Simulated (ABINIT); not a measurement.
# Beyond one shot: BaTiO3 (P4mm), part 3 of 4

Aim: iterate the self-energy on BaTiO3 (P4mm) and follow the gap from cycle to cycle.

ABINIT 10.8.3; PBE and many-body steps on it, plane waves. Known limits of the many-body steps: not at the basis limit; no spin-orbit coupling; coarse k mesh.

So far. Step 8 (evGW0, cycle 4): Against the cycle before, the gap moves by +0.006 eV. Step 11 (evGW, cycle 1): Against G0W0 in ABINIT (4×4×4 mesh, 79 bands, screening to 106.1 eV, Godby-Needs plasmon pole), the gap moves by +0.875 eV.

## 13. Screening, 4×4×4 mesh, 79 bands, screening to 106.1 eV

This step: RPA screening on PBE from quasiparticle energies, plane waves, norm-conserving pseudopotentials.

Contents of run.abi:

```
acell 3*1.0 Angstrom
rprim 
  3.990480000000 0.000000000000 0.000000000000
  0.000000000000 3.990480000000 0.000000000000
  0.000000000000 0.000000000000 4.023030000000
ntypat 3
znucl 56 22 8
natom 5
typat 1 2 3 3 3
xred 
  0.000000000000 0.000000000000 0.000000000000
  0.500000000000 0.500000000000 0.522000000000
  0.500000000000 0.500000000000 0.979000000000
  0.500000000000 0.000000000000 0.488000000000
  0.000000000000 0.500000000000 0.488000000000
pp_dirpath "pseudos"
pseudos "Ba.upf, Ti.upf, O.upf"
ecut 38
ngkpt 4 4 4
nshiftk 1
shiftk 0 0 0
kptopt 1
chksymbreak 0
istwfk *1
occopt 1
irdwfk 1
optdriver 3
nband 79
ecuteps 3.9
inclvkb 2
awtr 1
symchi 1
irdqps 1
gwcalctyp 10
nqptdm 17
qptdm 
  0.2500000000 0.0000000000 0.0000000000
  0.5000000000 0.0000000000 0.0000000000
  0.2500000000 0.2500000000 0.0000000000
  0.5000000000 0.2500000000 0.0000000000
  0.5000000000 0.5000000000 0.0000000000
  0.0000000000 0.0000000000 0.2500000000
  0.2500000000 0.0000000000 0.2500000000
  0.5000000000 0.0000000000 0.2500000000
  0.2500000000 0.2500000000 0.2500000000
  0.5000000000 0.2500000000 0.2500000000
  0.5000000000 0.5000000000 0.2500000000
  0.0000000000 0.0000000000 0.5000000000
  0.2500000000 0.0000000000 0.5000000000
  0.5000000000 0.0000000000 0.5000000000
  0.2500000000 0.2500000000 0.5000000000
  0.5000000000 0.2500000000 0.5000000000
  0.5000000000 0.5000000000 0.5000000000
indata_prefix "in"
outdata_prefix "out"
tmpdata_prefix "tmp"
```

Contents of mrgscr.stdin:

```
2
merged
q0_SCR
out_SCR
1
```

Command:

```bash
OMP_NUM_THREADS=1 mpirun -n 4 abinit run.abi > log; mrgscr < mrgscr.stdin
```

What it wrote:

```text
.Version 10.8.3 of ABINIT. v10.8.2 released Aug 2026.

 Symmetries : space group P4 m m (# 99); Bravais tP (primitive tetrag.)
[... echo of the input left out ...]
== DATASET  1 ==================================================================
-   mpi_nproc: 4, omp_nthreads: 1 (-1 if OMP is not activated)

--- !DatasetInfo
iteration_state: {dtset: 1, }
dimensions: {natom: 5, nkpt: 18, mband: 79, nsppol: 1, nspinor: 1, nspden: 1, mpw: 4868, }
cutoff_energies: {ecut:  38.0, pawecutdg:  -1.0, }
[...]
q-point number  1        q = ( 0.250000, 0.000000, 0.000000) [r.l.u.]
--------------------------------------------------------------------------------
[... chi0 elements left out ...]
  Average fulfillment of the sum rule on Im[epsilon] for q-point    2 :     71.43  [%]

--------------------------------------------------------------------------------
  q-point number  2        q = ( 0.500000, 0.000000, 0.000000) [r.l.u.]
--------------------------------------------------------------------------------
[... chi0 elements left out ...]
  Average fulfillment of the sum rule on Im[epsilon] for q-point    3 :     63.64  [%]

 [... 15 further q-points ...]
```

The job ended after 58 s (4 MPI ranks of Arm Neoverse V2, shared host; peak memory 1.2 GiB).

This step gave:

```yaml
plasma_frequency: 29.34 eV
plane_waves_in_the_screening_matrix: 171
```

This screening reads the quasiparticle levels of the cycle before.

## 14. evGW, cycle 2

This step: evGW on PBE, plane waves, norm-conserving pseudopotentials.

run.abi: that of step 13 with these lines changed.

```diff
@@ -26,12 +26,10 @@
 irdwfk 1
-optdriver 3
+optdriver 4
 nband 79
-ecuteps 3.9
-inclvkb 2
-awtr 1
-symchi 1
-irdqps 1
 gwcalctyp 10
-nqptdm 17
-qptdm 
+ecutsigx 38
+symsigma 1
+nkptgw 18
+kptgw 
+  0.0000000000 0.0000000000 0.0000000000
   0.2500000000 0.0000000000 0.0000000000
@@ -53,2 +51,25 @@
   0.5000000000 0.5000000000 0.5000000000
+bdgw 
+  12 24
+  12 24
+  12 24
+  12 24
+  12 24
+  12 24
+  12 24
+  12 24
+  12 24
+  12 24
+  12 24
+  12 24
+  12 24
+  12 24
+  12 24
+  12 24
+  12 24
+  12 24
+ecuteps 3.9
+irdscr 1
+ppmodel 1
+irdqps 1
 indata_prefix "in"
```

Command:

```bash
OMP_NUM_THREADS=1 mpirun -n 4 abinit run.abi > log
```

What it wrote:

```text
.Version 10.8.3 of ABINIT. v10.8.2 released Aug 2026.

 Symmetries : space group P4 m m (# 99); Bravais tP (primitive tetrag.)
[... echo of the input left out ...]
== DATASET  1 ==================================================================
-   mpi_nproc: 4, omp_nthreads: 1 (-1 if OMP is not activated)

--- !DatasetInfo
iteration_state: {dtset: 1, }
dimensions: {natom: 5, nkpt: 18, mband: 79, nsppol: 1, nspinor: 1, nspden: 1, mpw: 4868, }
cutoff_energies: {ecut:  38.0, pawecutdg:  -1.0, }
[...]
.  kptgw no:  3; Maximum DeltaE = (  -0.031   0.000) for band index:  3
[...]
.  kptgw no: 17; Maximum DeltaE = (  -0.030  -0.000) for band index:  5
.  kptgw no: 18; Maximum DeltaE = (   0.010   0.000) for band index:  1

== END DATASET(S) ==============================================================
================================================================================

 -outvars: echo values of variables after computation  --------
           etotal      0.0000000000E+00
            nband          79
             nkpt          18
          spgroup          99
 [... the other variables as echoed above ...]

 Calculation completed.
```

Elapsed: 3.8 min, on 4 MPI ranks; peak memory 2.3 GiB; 15 min of CPU time.

Numbers from this step:

- quasiparticle gap on the mesh: 4.383 eV
- gap of the density functional on the mesh: 1.851 eV
- k of the valence top: 0.5, 0.5, 0.5
- k of the conduction bottom: 0, 0, 0
- least direct quasiparticle gap on the computed points: 4.725 eV

Against the cycle before, the gap moves by +0.075 eV.

## 15. Screening, 4×4×4 mesh, 79 bands, screening to 106.1 eV

This step: RPA screening on PBE, plane waves, norm-conserving pseudopotentials.

Contents of run.abi:

```
acell 3*1.0 Angstrom
rprim 
  3.990480000000 0.000000000000 0.000000000000
  0.000000000000 3.990480000000 0.000000000000
  0.000000000000 0.000000000000 4.023030000000
ntypat 3
znucl 56 22 8
natom 5
typat 1 2 3 3 3
xred 
  0.000000000000 0.000000000000 0.000000000000
  0.500000000000 0.500000000000 0.522000000000
  0.500000000000 0.500000000000 0.979000000000
  0.500000000000 0.000000000000 0.488000000000
  0.000000000000 0.500000000000 0.488000000000
pp_dirpath "pseudos"
pseudos "Ba.upf, Ti.upf, O.upf"
ecut 38
ngkpt 4 4 4
nshiftk 1
shiftk 0 0 0
kptopt 1
chksymbreak 0
istwfk *1
occopt 1
irdwfk 1
optdriver 3
nband 79
ecuteps 3.9
inclvkb 2
awtr 1
symchi 1
gwcalctyp 10
mbpt_sciss 2.840 eV
nqptdm 1
qptdm 
  0 0 0
indata_prefix "in"
outdata_prefix "out"
tmpdata_prefix "tmp"
```

What it wrote:

```text
.Version 10.8.3 of ABINIT. v10.8.2 released Aug 2026.

 Symmetries : space group P4 m m (# 99); Bravais tP (primitive tetrag.)
[... echo of the input left out ...]
== DATASET  1 ==================================================================
-   mpi_nproc: 4, omp_nthreads: 1 (-1 if OMP is not activated)

--- !DatasetInfo
iteration_state: {dtset: 1, }
dimensions: {natom: 5, nkpt: 18, mband: 79, nsppol: 1, nspinor: 1, nspden: 1, mpw: 4868, }
cutoff_energies: {ecut:  38.0, pawecutdg:  -1.0, }
[...]
[... chi0 elements left out ...]
 For q-point:  0.000010 0.000020 0.000030
  dielectric constant =   4.3871
  dielectric constant without local fields =   4.7591

  Average fulfillment of the sum rule on Im[epsilon] for q-point    1 :     57.07  [%]
[... wings left out ...]
== END DATASET(S) ==============================================================
================================================================================

 -outvars: echo values of variables after computation  --------
           etotal      0.0000000000E+00
            nband          79
             nkpt          18
          spgroup          99
 [... the other variables as echoed above ...]

 Calculation completed.
```

Wall time 19 s (4 MPI ranks); peak memory 1.3 GiB; 77 s of CPU time.

This step gave:

| Item | Value |
| --- | --- |
| ε∞ with local fields, on this mesh, along the program's q direction | 4.387 |
| the same without local fields | 4.759 |
| plasma frequency | 29.34 eV |
| plane waves in the screening matrix | 171 |

This screening uses the functional's bands under a rigid shift, the mean opening of the cycle before.

## 16. Screening, 4×4×4 mesh, 79 bands, screening to 106.1 eV

This step: RPA screening on PBE from quasiparticle energies, plane waves, norm-conserving pseudopotentials.

run.abi: that of step 15 with these lines changed.

```diff
@@ -32,7 +32,23 @@
 symchi 1
+irdqps 1
 gwcalctyp 10
-mbpt_sciss 2.840 eV
-nqptdm 1
+nqptdm 17
 qptdm 
-  0 0 0
+  0.2500000000 0.0000000000 0.0000000000
+  0.5000000000 0.0000000000 0.0000000000
+  0.2500000000 0.2500000000 0.0000000000
+  0.5000000000 0.2500000000 0.0000000000
+  0.5000000000 0.5000000000 0.0000000000
+  0.0000000000 0.0000000000 0.2500000000
+  0.2500000000 0.0000000000 0.2500000000
+  0.5000000000 0.0000000000 0.2500000000
+  0.2500000000 0.2500000000 0.2500000000
+  0.5000000000 0.2500000000 0.2500000000
+  0.5000000000 0.5000000000 0.2500000000
+  0.0000000000 0.0000000000 0.5000000000
+  0.2500000000 0.0000000000 0.5000000000
+  0.5000000000 0.0000000000 0.5000000000
+  0.2500000000 0.2500000000 0.5000000000
+  0.5000000000 0.2500000000 0.5000000000
+  0.5000000000 0.5000000000 0.5000000000
 indata_prefix "in"
```

mrgscr.stdin is that of step 13.

Command:

```bash
OMP_NUM_THREADS=1 mpirun -n 4 abinit run.abi > log; mrgscr < mrgscr.stdin
```

What it wrote:

```text
.Version 10.8.3 of ABINIT. v10.8.2 released Aug 2026.

 Symmetries : space group P4 m m (# 99); Bravais tP (primitive tetrag.)
[... echo of the input left out ...]
== DATASET  1 ==================================================================
-   mpi_nproc: 4, omp_nthreads: 1 (-1 if OMP is not activated)

--- !DatasetInfo
iteration_state: {dtset: 1, }
dimensions: {natom: 5, nkpt: 18, mband: 79, nsppol: 1, nspinor: 1, nspden: 1, mpw: 4868, }
cutoff_energies: {ecut:  38.0, pawecutdg:  -1.0, }
[...]
q-point number  1        q = ( 0.250000, 0.000000, 0.000000) [r.l.u.]
--------------------------------------------------------------------------------
[... chi0 elements left out ...]
  Average fulfillment of the sum rule on Im[epsilon] for q-point    2 :     71.57  [%]

--------------------------------------------------------------------------------
  q-point number  2        q = ( 0.500000, 0.000000, 0.000000) [r.l.u.]
--------------------------------------------------------------------------------
[... chi0 elements left out ...]
  Average fulfillment of the sum rule on Im[epsilon] for q-point    3 :     63.73  [%]

 [... 15 further q-points ...]
```

Wall time 59 s (4 MPI ranks); peak memory 1.2 GiB.

Numbers from this step:

```
plasma frequency                    : 29.34 eV
plane waves in the screening matrix : 171
```

This screening reads the quasiparticle levels of the cycle before.

## 17. evGW, cycle 3

This step: evGW on PBE, plane waves, norm-conserving pseudopotentials.

run.abi: that of step 16 with these lines changed.

```diff
@@ -26,12 +26,10 @@
 irdwfk 1
-optdriver 3
+optdriver 4
 nband 79
-ecuteps 3.9
-inclvkb 2
-awtr 1
-symchi 1
-irdqps 1
 gwcalctyp 10
-nqptdm 17
-qptdm 
+ecutsigx 38
+symsigma 1
+nkptgw 18
+kptgw 
+  0.0000000000 0.0000000000 0.0000000000
   0.2500000000 0.0000000000 0.0000000000
@@ -53,2 +51,25 @@
   0.5000000000 0.5000000000 0.5000000000
+bdgw 
+  12 24
+  12 24
+  12 24
+  12 24
+  12 24
+  12 24
+  12 24
+  12 24
+  12 24
+  12 24
+  12 24
+  12 24
+  12 24
+  12 24
+  12 24
+  12 24
+  12 24
+  12 24
+ecuteps 3.9
+irdscr 1
+ppmodel 1
+irdqps 1
 indata_prefix "in"
```

Command:

```bash
OMP_NUM_THREADS=1 mpirun -n 4 abinit run.abi > log
```

What it wrote:

```text
.Version 10.8.3 of ABINIT. v10.8.2 released Aug 2026.

 Symmetries : space group P4 m m (# 99); Bravais tP (primitive tetrag.)
[... echo of the input left out ...]
== DATASET  1 ==================================================================
-   mpi_nproc: 4, omp_nthreads: 1 (-1 if OMP is not activated)

--- !DatasetInfo
iteration_state: {dtset: 1, }
dimensions: {natom: 5, nkpt: 18, mband: 79, nsppol: 1, nspinor: 1, nspden: 1, mpw: 4868, }
cutoff_energies: {ecut:  38.0, pawecutdg:  -1.0, }
[...]
.  kptgw no:  3; Maximum DeltaE = (  -0.003   0.000) for band index:  6
[...]
.  kptgw no: 17; Maximum DeltaE = (   0.006   0.000) for band index:  3
.  kptgw no: 18; Maximum DeltaE = (  -0.017   0.001) for band index:  1

== END DATASET(S) ==============================================================
================================================================================

 -outvars: echo values of variables after computation  --------
           etotal      0.0000000000E+00
            nband          79
             nkpt          18
          spgroup          99
 [... the other variables as echoed above ...]

 Calculation completed.
```

It took 3.8 min on 4 MPI ranks; peak memory 2.3 GiB.

Numbers from this step:

- quasiparticle gap on the mesh: 4.394 eV
- gap of the density functional on the mesh: 1.851 eV
- k of the valence top: 0.5, 0.5, 0.5
- k of the conduction bottom: 0, 0, 0
- least direct quasiparticle gap on the computed points: 4.735 eV

Against the cycle before, the gap moves by +0.011 eV.

## 18. Screening, 4×4×4 mesh, 79 bands, screening to 106.1 eV

This step: RPA screening on PBE, plane waves, norm-conserving pseudopotentials.

Contents of run.abi:

```
acell 3*1.0 Angstrom
rprim 
  3.990480000000 0.000000000000 0.000000000000
  0.000000000000 3.990480000000 0.000000000000
  0.000000000000 0.000000000000 4.023030000000
ntypat 3
znucl 56 22 8
natom 5
typat 1 2 3 3 3
xred 
  0.000000000000 0.000000000000 0.000000000000
  0.500000000000 0.500000000000 0.522000000000
  0.500000000000 0.500000000000 0.979000000000
  0.500000000000 0.000000000000 0.488000000000
  0.000000000000 0.500000000000 0.488000000000
pp_dirpath "pseudos"
pseudos "Ba.upf, Ti.upf, O.upf"
ecut 38
ngkpt 4 4 4
nshiftk 1
shiftk 0 0 0
kptopt 1
chksymbreak 0
istwfk *1
occopt 1
irdwfk 1
optdriver 3
nband 79
ecuteps 3.9
inclvkb 2
awtr 1
symchi 1
gwcalctyp 10
mbpt_sciss 2.850 eV
nqptdm 1
qptdm 
  0 0 0
indata_prefix "in"
outdata_prefix "out"
tmpdata_prefix "tmp"
```

What it wrote:

```text
.Version 10.8.3 of ABINIT. v10.8.2 released Aug 2026.

 Symmetries : space group P4 m m (# 99); Bravais tP (primitive tetrag.)
[... echo of the input left out ...]
== DATASET  1 ==================================================================
-   mpi_nproc: 4, omp_nthreads: 1 (-1 if OMP is not activated)

--- !DatasetInfo
iteration_state: {dtset: 1, }
dimensions: {natom: 5, nkpt: 18, mband: 79, nsppol: 1, nspinor: 1, nspden: 1, mpw: 4868, }
cutoff_energies: {ecut:  38.0, pawecutdg:  -1.0, }
[...]
[... chi0 elements left out ...]
 For q-point:  0.000010 0.000020 0.000030
  dielectric constant =   4.3838
  dielectric constant without local fields =   4.7553

  Average fulfillment of the sum rule on Im[epsilon] for q-point    1 :     57.09  [%]
[... wings left out ...]
== END DATASET(S) ==============================================================
================================================================================

 -outvars: echo values of variables after computation  --------
           etotal      0.0000000000E+00
            nband          79
             nkpt          18
          spgroup          99
 [... the other variables as echoed above ...]

 Calculation completed.
```

It took 20 s on 4 MPI ranks; peak memory 1.3 GiB; 80 s of CPU time.

Numbers from this step:

* ε∞ with local fields, on this mesh, along the program's q direction: 4.384
* the same without local fields: 4.755
* plasma frequency: 29.34 eV
* plane waves in the screening matrix: 171

This screening uses the functional's bands under a rigid shift, the mean opening of the cycle before.

(Part 3 of 4 ends here.)

[Paths, hosts, dates, memory and timing lines, banners, echoed tables and standing remarks are left out of the program output.]

[Logs are printed without paths, hosts, clocks, repeated set-up lines and the standing remarks that a program may print on its own settings, such as how far it seeks lower states.]

[Runs of the session that timed out or met a known fault of the program may be left out.]

[Hosts, paths, dates, database ids (printed as entryN), source tags and the programs' standing remarks are cut or masked in the printed files.]

[G0W0 gaps are taken among the corrected bands and points alone; a level outside them can change the order at an edge.]

[Where Ansatz stands beside ABINIT at settings called matched, ABINIT's density can come from a denser mesh and the files from another edition; pairs whose starting gaps differed by over 0.03 eV were left out, so agreement reads better than it is.]
